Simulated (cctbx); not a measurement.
# From intensities to atoms

Cell a = 7.0570 Å, b = 7.0570 Å, c = 4.2260 Å, α = 90.00°, β = 90.00°, γ = 90.00°; space group P4/mbm (no. 127); content Gd4 Ge4 Cu2.

Simulated single-crystal data (cctbx): Mo Kα, λ = 0.71073 Å, to d = 0.65 Å, 70 % of the full sphere, strongest reflection 70000 counts, noise from counting, a 2 % proportional error and a noise floor of 8 counts (s.d.); no absorption.

Charge flipping in P1 on plain amplitudes to 0.65 Å, δ = 1 σ, 20 % of the reflections treated as weak, 600 cycles:

```text
cycle      R  skewness
    0  0.605     0.26
   50  0.192     7.34
  100  0.192     7.20
  150  0.196     7.16
  200  0.191     7.11
  250  0.197     7.14
  300  0.195     7.14
  350  0.197     7.11
  400  0.187     7.07
  450  0.193     6.82
  500  0.181     6.70
  550  0.179     6.69
origin shift          correlation  skewness
 0.323  0.881  0.439      0.897      7.03
 0.304  0.861  0.151      0.841      1.53
 0.304  0.206  0.401      0.851      1.43
 0.360  0.145  0.409      0.824      0.79
taken: symmetry correlation 0.897, skewness 7.03
peak      x       y       z  mult  height/sigma
Q1    0.1759  0.3241  0.5000    4     19.9
Q2    0.1427  0.6427  0.0000    4      6.1
Q3    0.0000  0.0000  0.0000    2      3.8
Q4    0.9934  0.1964  0.5000    8      2.7
Q5    0.0063  0.3259  0.0000    8      2.5
Q6    0.1233  0.2737  0.0000    8      1.7
Q7    0.1210  0.1826  0.5000    8      1.4
Q8    0.0000  0.0000  0.5000    2      1.1
```

The origin is taken among those within 0.04 of the best correlation, by the skewness of the map.

Run time: 0.99 s on 1 thread of Arm Neoverse N1, with other jobs on the host, peak memory 0.08 GiB.

Q: Assign the peaks.

Heights go roughly as Z and multiplicities must add up to the content. First model: Q1 = Gd1 (4 in the cell, height 19.9), Q2 = Ge1 (4 in the cell, height 6.1) and Q3 = Cu1 (2 in the cell, height 3.8). Against the true structure, Q1 is Gd, Q2 is Ge and Q3 is Cu; the other peaks are not atoms.

Least squares on F², isotropic:

```text
Rint 0.020, 248 unique reflections to 0.65 A
cycle     R1     wR2    GooF  max shift (A)
   1  0.2310  0.5093  40.060   0.15564
   2  0.0055  0.0127   0.997   0.00005
final R1 0.0055 wR2 0.0127 GooF 0.997  parameters 5  data/parameter 49.6
atom        x        y        z      Ueq    occ   su(xyz)  su(Uiso or U11)
Gd1    0.17731  0.32269  0.50000   0.0107  1.000  0.00001  0.0000
Ge1    0.12710  0.62710  0.00000   0.0169  1.000  0.00003  0.0001
Cu1    0.00000  0.00000  0.00000   0.0173  1.000  0.00000  0.0001
difference map: max 0.58 min -0.72 rms 0.12
Q1    0.9952  0.2681  0.5000    8    0.60  1.34 A from Gd1
Q2    0.9994  0.1471  0.0000    8    0.47  1.04 A from Cu1
Q3    0.0000  0.5000  0.5000    2    0.45  1.77 A from Gd1
Q4    0.9976  0.2903  0.0000    8    0.40  1.06 A from Ge1
Q5    0.0776  0.3458  0.0000    8    0.39  1.46 A from Ge1
```

Anisotropic refinement:

```text
Rint 0.020, 248 unique reflections to 0.65 A
cycle     R1     wR2    GooF  max shift (A)
   1  0.0055  0.0127   1.008   0.00001
   2  0.0055  0.0126   1.002   0.00000
final R1 0.0055 wR2 0.0126 GooF 1.002  parameters 10  data/parameter 24.8
atom        x        y        z      Ueq    occ   su(xyz)  su(Uiso or U11)
Gd1    0.17731  0.32269  0.50000   0.0107  1.000  0.00001  0.0000
Ge1    0.12710  0.62710  0.00000   0.0169  1.000  0.00003  0.0001
Cu1    0.00000  0.00000  0.00000   0.0173  1.000  0.00000  0.0001
difference map: max 0.59 min -0.73 rms 0.13
Q1    0.9958  0.2684  0.5000    8    0.61  1.34 A from Gd1
Q2    0.9994  0.1468  0.0000    8    0.47  1.04 A from Cu1
Q3    0.0000  0.5000  0.5000    2    0.45  1.77 A from Gd1
Q4    0.9981  0.2901  0.0000    8    0.40  1.06 A from Ge1
Q5    0.0776  0.3457  0.0000    8    0.39  1.46 A from Ge1
Q6    0.0666  0.6474  0.0000    8    0.38  0.45 A from Ge1
```

**Reading.** The refinement ends at R1 = 0.0055, wR2 = 0.0126, GooF = 1.00, with difference density between -0.73 and 0.59 e/Å³. Every site matches the true model in element, within 0.001 Å r.m.s., up to an allowed shift of origin.

True model:

```
atom  mult.       x       y    z  Ueq (Å²)
 Gd1      4  0.3227  0.8227    0    0.0107
 Ge1      4  0.6271  0.8729  1/2    0.0169
 Cu1      2     1/2     1/2  1/2    0.0173
```

This is a model crystal, built by substitution and not relaxed, with assumed displacement parameters.

[Middle refinement cycles are left out of these outputs.]

[Logs are printed without paths, hosts, clocks, repeated set-up lines and the standing remarks that a program may print on its own settings, such as how far it seeks lower states.]
